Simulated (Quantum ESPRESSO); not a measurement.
# ZnSe (Stilleite): phonon frequency against volume, with a fit

Wanted: a fit of frequency against volume for ZnSe (Stilleite), tested on a run that is left out of it.

Main program and level: Quantum ESPRESSO 7.5; DFT PBE, scalar-relativistic, plane waves, PseudoDojo norm-conserving pseudopotentials.

## Step 1: The relaxed structure

The structure is cubic, space group F-43m (No. 216). The conventional cell has a = 5.729 Å, b = 5.729 Å, c = 5.729 Å, α = 90.00°, β = 90.00°, γ = 90.00°. Zn has 4 Se at 2.48 Å nearest. Se has 4 Zn at 2.48 Å nearest. Farther neighbours and most contacts between anions are not listed.

Structure file:

```xyz
2
Lattice="-2.8645 0.0000 2.8645 0.0000 2.8645 2.8645 -2.8645 2.8645 0.0000" Properties=species:S:1:pos:R:3 pbc="T T T"
Zn    0.0000    0.0000    0.0000
Se   -1.4323    1.4323    1.4323
```

This is the cell after its relaxation at this level of theory, not the database cell from which that began.

## Step 2: Runs at several volumes

The relaxed cell is scaled uniformly; in this structure symmetry fixes all atoms, so nothing has to be relaxed anew. Each volume gets a ground state and a response at Γ. The mode followed is the highest one without the macroscopic field, of symmetry T2; longitudinal polar modes lie higher. Cutoff 95 Ry, k mesh 8×8×8.

From the response at V/V₀ = 0.94:

Log:

```text
[banners, grids, parts of the stress and lines that vanish by symmetry left out]
Program PHONON v.7.5
     Reading xml data from directory:

[...]
Exchange-correlation= PBE
                           (   1   4   3   4   0   0   0)
[...]
kinetic-energy cut-off    =      95.0000  Ry
     charge density cut-off    =     380.0000  Ry
     convergence threshold     =      1.0E-18
[...]
Exchange-correlation= PBE
                           (   1   4   3   4   0   0   0)
[...]
q = (   0.0000000   0.0000000   0.0000000 )
     25 Sym.Ops. (with q -> -q+G )
     G cutoff =  541.2969  (  37309 G-vectors)     FFT grid: ( 48, 48, 48)
     number of k points=    29
[...]
Mode symmetry, T_d (-43m)  point group:
[...]
Dielectric constant
[...]
End of electric fields calculation
          Dielectric constant in cartesian axis
          (       7.715100946       0.000000000      -0.000000000 )
          (       0.000000000       7.715100946      -0.000000000 )
          (       0.000000000       0.000000000       7.715100946 )
          Effective charges (d Force / dE) in cartesian axis without acoustic sum rule applied (asr)
           atom    1  Zn    Mean Z*:        2.00915
      Ex  (        2.00915       -0.00000        0.00000 )
      Ey  (       -0.00000        2.00915       -0.00000 )
      Ez  (        0.00000        0.00000        2.00915 )
           atom    2  Se    Mean Z*:       -2.04835
      Ex  (       -2.04835        0.00000        0.00000 )
      Ey  (        0.00000       -2.04835       -0.00000 )
      Ez  (        0.00000       -0.00000       -2.04835 )
          Effective charges Sum: Mean:       -0.03920
[...]
Effective charges (d Force / dE) in cartesian axis with asr applied:
           atom    1  Zn    Mean Z*:        2.02875
[...]
atom    2  Se    Mean Z*:       -2.02875
[...]
Representation #   1 modes #   1   2   3
[...]
End of self-consistent calculation
     Convergence has been achieved
     Representation #   2 modes #   4   5   6
[...]
End of self-consistent calculation
     Convergence has been achieved
[...]
Dielectric constant in cartesian axis
          (       7.715100946       0.000000000      -0.000000000 )
          (       0.000000000       7.715100946      -0.000000000 )
          (       0.000000000       0.000000000       7.715100946 )
          Effective charges (d Force / dE) in cartesian axis without acoustic sum rule applied (asr)
           atom    1  Zn    Mean Z*:        2.00915
      Ex  (        2.00915       -0.00000        0.00000 )
      Ey  (       -0.00000        2.00915       -0.00000 )
      Ez  (        0.00000        0.00000        2.00915 )
           atom    2  Se    Mean Z*:       -2.04835
      Ex  (       -2.04835        0.00000        0.00000 )
      Ey  (        0.00000       -2.04835       -0.00000 )
      Ez  (        0.00000       -0.00000       -2.04835 )
          Effective charges Sum: Mean:       -0.03920
[...]
Effective charges (d Force / dE) in cartesian axis with asr applied:
           atom    1  Zn    Mean Z*:        2.02875
[...]
atom    2  Se    Mean Z*:       -2.02875
[...]
q = (    0.000000000   0.000000000   0.000000000 )
[...]
freq (    1) =      -0.066791 [THz] =      -2.227918 [cm-1]
     freq (    2) =      -0.066791 [THz] =      -2.227918 [cm-1]
     freq (    3) =      -0.066791 [THz] =      -2.227918 [cm-1]
     freq (    4) =       6.545681 [THz] =     218.340411 [cm-1]
     freq (    5) =       6.545681 [THz] =     218.340411 [cm-1]
     freq (    6) =       6.545681 [THz] =     218.340411 [cm-1]
[...]
Mode symmetry, T_d (-43m)  point group:
     freq (   1-   3) =         -2.2  [cm-1]   --> T_2  G_15 P_4   I+R
     freq (   4-   6) =        218.3  [cm-1]   --> T_2  G_15 P_4   I+R

   JOB DONE.
```

One volume, V/V₀ = 0.97, is held back as a test.

| V/V₀ | volume (Å³/atom) | pressure (GPa) | ω (cm⁻¹) |
| --- | --- | --- | --- |
| 0.94 | 22.094 | 4.15 | 218.34 |
| 0.97 | 22.799 | 1.90 | held back |
| 1 | 23.504 | 0.00 | 195.72 |
| 1.03 | 24.209 | -1.59 | 185.25 |
| 1.06 | 24.915 | -2.91 | 175.40 |

## Step 3: The fit

The mode Grüneisen parameter is γ = −d ln ω / d ln V.

| ln(V/V₀) | ln ω |
| --- | --- |
| -0.0619 | 5.3861 |
| 0.0000 | 5.2767 |
| 0.0296 | 5.2217 |
| 0.0583 | 5.1671 |

A straight line through these points has the slope -1.819, so γ = 1.82; at V/V₀ = 0.97 it predicts ω = exp(5.2747 + 0.0554) = 206.45 cm⁻¹.

A parabola of pressure against ln V through V/V₀ = 0.97, 1 and 1.03 gives the bulk modulus B = −dP/d ln V = 58 GPa at V₀. With ω₀ from the fitted line the pressure coefficient follows as dω/dP = γ ω₀ / B = 1.82 × 195.3 / 58 = 6.14 cm⁻¹/GPa.

## Step 4: The run that was held back

Log:

```text
[banners, grids, parts of the stress and lines that vanish by symmetry left out]
[banner, memory and clock lines left out]
Program PHONON v.7.5

[...]
Exchange-correlation= PBE
                           (   1   4   3   4   0   0   0)
[...]
kinetic-energy cut-off    =      95.0000  Ry
     charge density cut-off    =     380.0000  Ry
     convergence threshold     =      1.0E-18
[...]
Exchange-correlation= PBE
                           (   1   4   3   4   0   0   0)
[...]
q = (   0.0000000   0.0000000   0.0000000 )
     25 Sym.Ops. (with q -> -q+G )
     G cutoff =  552.7535  (  38517 G-vectors)     FFT grid: ( 48, 48, 48)
     number of k points=    29
[...]
Mode symmetry, T_d (-43m)  point group:
[...]
Dielectric constant
[...]
End of electric fields calculation
          Dielectric constant in cartesian axis
          (       7.919185791       0.000000000       0.000000000 )
          (       0.000000000       7.919185791      -0.000000000 )
          (       0.000000000      -0.000000000       7.919185791 )
          Effective charges (d Force / dE) in cartesian axis without acoustic sum rule applied (asr)
           atom    1  Zn    Mean Z*:        2.06095
      Ex  (        2.06095        0.00000        0.00000 )
      Ey  (        0.00000        2.06095       -0.00000 )
      Ez  (        0.00000       -0.00000        2.06095 )
           atom    2  Se    Mean Z*:       -2.10136
      Ex  (       -2.10136        0.00000       -0.00000 )
      Ey  (        0.00000       -2.10136       -0.00000 )
      Ez  (       -0.00000       -0.00000       -2.10136 )
[...]
Representation #   1 modes #   1   2   3
[...]
End of self-consistent calculation
     Convergence has been achieved
     Representation #   2 modes #   4   5   6
[...]
End of self-consistent calculation
     Convergence has been achieved
[...]
Dielectric constant in cartesian axis
          (       7.919185791       0.000000000       0.000000000 )
          (       0.000000000       7.919185791      -0.000000000 )
          (       0.000000000      -0.000000000       7.919185791 )
          Effective charges (d Force / dE) in cartesian axis without acoustic sum rule applied (asr)
           atom    1  Zn    Mean Z*:        2.06095
      Ex  (        2.06095        0.00000        0.00000 )
      Ey  (        0.00000        2.06095       -0.00000 )
      Ez  (        0.00000       -0.00000        2.06095 )
           atom    2  Se    Mean Z*:       -2.10136
      Ex  (       -2.10136        0.00000       -0.00000 )
      Ey  (        0.00000       -2.10136       -0.00000 )
      Ez  (       -0.00000       -0.00000       -2.10136 )
          Effective charges Sum: Mean:       -0.04041
[...]
Effective charges (d Force / dE) in cartesian axis with asr applied:
           atom    1  Zn    Mean Z*:        2.08116
[...]
atom    2  Se    Mean Z*:       -2.08116
[...]
q = (    0.000000000   0.000000000   0.000000000 )
[...]
freq (    1) =      -0.120403 [THz] =      -4.016201 [cm-1]
     freq (    2) =      -0.120403 [THz] =      -4.016201 [cm-1]
     freq (    3) =      -0.120403 [THz] =      -4.016201 [cm-1]
     freq (    4) =       6.197692 [THz] =     206.732750 [cm-1]
     freq (    5) =       6.197692 [THz] =     206.732750 [cm-1]
     freq (    6) =       6.197692 [THz] =     206.732750 [cm-1]
[...]
Mode symmetry, T_d (-43m)  point group:
     freq (   1-   3) =         -4.0  [cm-1]   --> T_2  G_15 P_4   I+R
     freq (   4-   6) =        206.7  [cm-1]   --> T_2  G_15 P_4   I+R
```

It gives 206.73 cm⁻¹ against the predicted 206.45 cm⁻¹, a miss of 0.3 cm⁻¹.

## Step 5: What came out

| Property | Result |
| --- | --- |
| mode Grüneisen parameter | 1.819 |
| bulk modulus | 57.9 GPa |
| pressure coefficient | 6.14 cm⁻¹/GPa |

In words: The highest optical mode of ZnSe (Stilleite) without the LO-TO term stiffens by 6.14 cm⁻¹ a GPa near the relaxed volume, with γ = 1.82. The power law meets all 5 runs within 0.21 %; between neighbouring volumes γ runs from 1.74 to 1.90. Such a coefficient turns a measured shift of this mode into a hydrostatic stress; uniaxial or biaxial stress splits the mode and needs deformation potentials. These are harmonic values at zero temperature for the structure held cubic, which a run at Γ can't show to be stable; the bulk modulus rests on three points.

[Host names and launcher messages were left out of these logs when they were recorded.]

[Logs are printed without paths, hosts, clocks, repeated set-up lines and the standing remarks that a program may print on its own settings, such as how far it seeks lower states.]

[Hosts, paths, dates, database ids (printed as entryN), source tags and the programs' standing remarks are cut or masked in the printed files.]
